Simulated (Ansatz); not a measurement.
# TaAgO3 (R3c): how G0W0 depends on its starting point

How much of the starting functional survives in the G0W0 gap of TaAgO3 (R3c)?

Method: G0W0 on several functionals, plane waves, PAW, in Ansatz 0.2.0.

This is a report of a sequence of runs, with most program output left out.

In doubt: one-shot GW on d or f shells is unsure, so the values of those runs are not to be relied on; masses and optical values from hybrid runs of this build are listed as unsure (steps 3, 4), which bears on the screening that GW takes from such a start.

## Step 1: The starting structure

Symmetry: R3c, No. 161, trigonal system. Conventional cell: a = 5.528 Å, b = 5.528 Å, c = 13.716 Å, α = 90.00°, β = 90.00°, γ = 120.00°. Ta has 6 O at 1.96 to 2.03 Å nearest. Nearest to Ag lie 6 O at 2.40 to 2.78 Å. O has 2 Ta at 1.96 to 2.03 Å and 2 Ag at 2.40 to 2.78 Å nearest. Farther neighbours and most contacts between anions are not listed.

Geometry: measured cell, ions relaxed with LDA. The runs that relaxed it are not among those shown. Spin-orbit coupling is left out unless a step names it.

## Step 2: G0W0 on LDA

Now the one-shot GW correction: screening in the RPA, then the self-energy of the levels asked for. This step takes hard PAW files.

This step: G0W0 on LDA, plane waves, PAW.

Input file input.yaml:

```yaml
crystal:
  lattice:
    - [2.76405, 1.5958250116, 4.5719666667]
    - [-2.76405, 1.5958250116, 4.5719666667]
    - [0.0, -3.1916500231, 4.5719666667]
  atoms:
    - { symbol: Ta, position: [-0.0026385787, -0.0026385787, -0.0026385787] }
    - { symbol: Ta, position: [0.4973614213, 0.4973614213, 0.4973614213] }
    - { symbol: Ag, position: [0.249001027, 0.249001027, 0.249001027] }
    - { symbol: Ag, position: [0.749001027, 0.749001027, 0.749001027] }
    - { symbol: O, position: [0.8177770211, 0.6856263691, 0.2524341615] }
    - { symbol: O, position: [0.2524341615, 0.8177770211, 0.6856263691] }
    - { symbol: O, position: [0.6856263691, 0.2524341615, 0.8177770211] }
    - { symbol: O, position: [0.7524341615, 0.1856263691, 0.3177770211] }
    - { symbol: O, position: [0.1856263691, 0.3177770211, 0.7524341615] }
    - { symbol: O, position: [0.3177770211, 0.7524341615, 0.1856263691] }
kpoints:
  mp_grid: { grid: [4, 4, 4] }
hamiltonian:
  xc: lda
  pseudopotentials: { kind: paw, source: ansatz }
scf:
  occupations: { method: fixed }
gw:
  n_empty_bands: 719
  ecut_chi: 190.0
  qp_bands: [v3, c3]
  qp_kpoints: band_edges
  screening: { model: contour_deformation }
```

The run is started by

```console
$ ansatz run input.yaml --threads 4 --pin off --max-ram 138240MiB --backend cuda --events-out ev --progress --plain --runs-dir out --devices 1 --max-vram 26GiB
```

The job ended after 2 min (1 × NVIDIA H100 80GB HBM3 (shared by 3 runs) with 4 threads of AMD EPYC 7R13 (Zen 3), shared host; peak memory 4.1 GiB; 3.5 min of CPU time).

Numbers from this step:

| Property | Result |
| --- | --- |
| bands summed | 783 |
| RPA ε∞ on this mesh (eigenvalues) | 6.817, 6.940, 6.940 |
| plane waves in the screening matrix | 725 |
| q-points in the mesh | 64 |
| G0W0 gap on the mesh | 3.405 eV |
| k of the valence top | 0, 0, 0 |
| k of the conduction bottom | 0, -0.5, -0.5 |
| starting gap on the mesh | 1.866 eV |
| Z at the valence top | 0.7275 |
| Z at the conduction bottom | 0.7867 |
| least direct G0W0 gap on the computed points | 3.437 eV |

The gap on the mesh goes from 1.87 eV to 3.41 eV, a correction of +1.54 eV, though a band edge has moved to another state.

## Step 3: G0W0 on HSE06

One-shot GW remembers its start. Another functional's orbitals and levels show by how much.

This step: G0W0 on HSE06, plane waves, PAW.

input.yaml: that of step 2 with these lines changed.

```diff
@@ -19,3 +19,3 @@
 hamiltonian:
-  xc: lda
+  xc: hse06
   pseudopotentials: { kind: paw, source: ansatz }
```

Wall time 5.3 min (1 × NVIDIA H100 80GB HBM3 (shared by 3 runs) with 4 threads); peak memory 5 GiB.

This step gave:

```
bands summed                                 : 783
RPA ε∞ on this mesh (eigenvalues)            : 4.637, 4.734, 4.734
plane waves in the screening matrix          : 725
q-points in the mesh                         : 64
G0W0 gap on the mesh                         : 3.799 eV
k of the valence top                         : 0, 0, 0
k of the conduction bottom                   : 0, -0.5, -0.5
starting gap on the mesh                     : 3.456 eV
Z at the valence top                         : 0.7747
Z at the conduction bottom                   : 0.8217
least direct G0W0 gap on the computed points : 3.934 eV
```

Against the run with 4×4×4 mesh, 719 empty bands, screening to 190 eV, hard PAW files on LDA, the gap moves by +0.39 eV, while the start moved by +1.59 eV.

## Step 4: G0W0 on PBE0

This step: G0W0 on PBE0, plane waves, PAW.

input.yaml: that of step 3 with these lines changed.

```diff
@@ -19,3 +19,3 @@
 hamiltonian:
-  xc: hse06
+  xc: pbe0
   pseudopotentials: { kind: paw, source: ansatz }
```

The job ended after 4.7 min (1 × NVIDIA H100 80GB HBM3 (shared by 3 runs) with 4 threads; peak memory 4.9 GiB; 8.5 min of CPU time).

Numbers from this step:

```yaml
bands_summed: 783
rpa_eps_infinity_on_this_mesh_eigenvalues: 4.315, 4.403, 4.403
plane_waves_in_the_screening_matrix: 725
g0w0_gap_on_the_mesh: 4.024 eV
k_of_the_valence_top: 0, 0, 0
k_of_the_conduction_bottom: 0, -0.5, -0.5
starting_gap_on_the_mesh: 4.204 eV
least_direct_g0w0_gap_on_the_computed_points: 4.165 eV
```

Against the run with 4×4×4 mesh, 719 empty bands, screening to 190 eV, hard PAW files on HSE06, the gap moves by +0.22 eV, while the start moved by +0.75 eV.

## Step 5: Side by side

All on the 4×4×4 mesh with 719 empty bands and screening to 190 eV. Times are wall times on 1 × NVIDIA H100 80GB HBM3 (shared by 3 runs) with 4 threads of AMD EPYC 7R13 (Zen 3), shared host, good to a factor of about two.

```csv
start,starting gap (eV),shift (eV),G0W0 gap (eV),RPA ε∞ (harmonic mean),"Z (valence, conduction)",time
LDA,1.87,+1.54,3.41,6.90,"0.73, 0.79",2 min
HSE06,3.46,+0.34,3.80,4.70,"0.77, 0.82",5.3 min
PBE0,4.20,−0.18,4.02,4.37,"0.79, 0.83",4.7 min
```

How the two edges are built up, in eV (the quasiparticle level is the starting level plus Σx plus Σc less Vxc):

```csv
run,edge,start,Σx,Σc,Vxc,Z,QP
LDA,valence top,12.85,-29.50,4.59,-24.36,0.73,12.29
LDA,conduction bottom,14.85,-13.17,-4.94,-18.96,0.79,15.70
HSE06,valence top,12.13,-29.38,4.15,-25.22,0.77,12.12
HSE06,conduction bottom,15.67,-12.66,-4.71,-17.61,0.82,15.92
PBE0,valence top,11.73,-29.37,4.01,-25.61,0.79,11.98
PBE0,conduction bottom,16.03,-12.63,-4.60,-17.21,0.83,16.01
```

For a hybrid start, Vxc holds its share of exact exchange. Where G0W0 reorders the edges (LDA, HSE06 and PBE0), the two states listed lie further apart at the start than the starting gap.

## Step 6: Outcome

| Property | Result |
| --- | --- |
| G0W0@LDA | 3.41 eV (start 1.87 eV) |
| G0W0@HSE06 | 3.80 eV (start 3.46 eV) |
| G0W0@PBE0 | 4.02 eV (start 4.20 eV) |
| known limits | not at the basis limit; d shell near the gap, gap tends to lie low; no spin-orbit coupling |

In words: The starting gaps span 2.34 eV and the G0W0 gaps 0.62 eV. Between LDA and PBE0, 0.62 eV of the 2.34 eV survives, 26 %. PBE0 screens less than LDA (ε∞ 4.37 against 6.90). Of the 0.62 eV by which its G0W0 gap is higher, the correlation part gives +0.92 eV, and exchange with the one-particle terms, which follow the orbitals, −0.30 eV. On PBE0 the correction is negative: that start lies above its own G0W0 value. The smallest correction, −0.18 eV, is on PBE0, the start nearest to reproducing itself. Bands and cutoff are finite, so the gap is not at the basis limit. The miss can reach some tenths of an eV and take either sign; the mesh is an error of its own. A d shell, filled or nearly so, lies near the gap. One-shot GW converges very slowly in bands there, not always from below, and on a semilocal start the gap tends to come out low; starts rich in exact exchange can overshoot instead. The many-body steps are scalar-relativistic: spin-orbit coupling is not in them.

[Paths, hosts, dates, memory and timing lines, banners, echoed tables and standing remarks are left out of the program output.]

[Logs are printed without paths, hosts, clocks, repeated set-up lines and the standing remarks that a program may print on its own settings, such as how far it seeks lower states.]

[Runs of the session that timed out or met a known fault of the program may be left out.]

[Cells called generated may have been cut or substituted from an entry of the Crystallography Open Database or the Materials Project.]

[Hosts, paths, dates, database ids (printed as entryN), source tags and the programs' standing remarks are cut or masked in the printed files.]
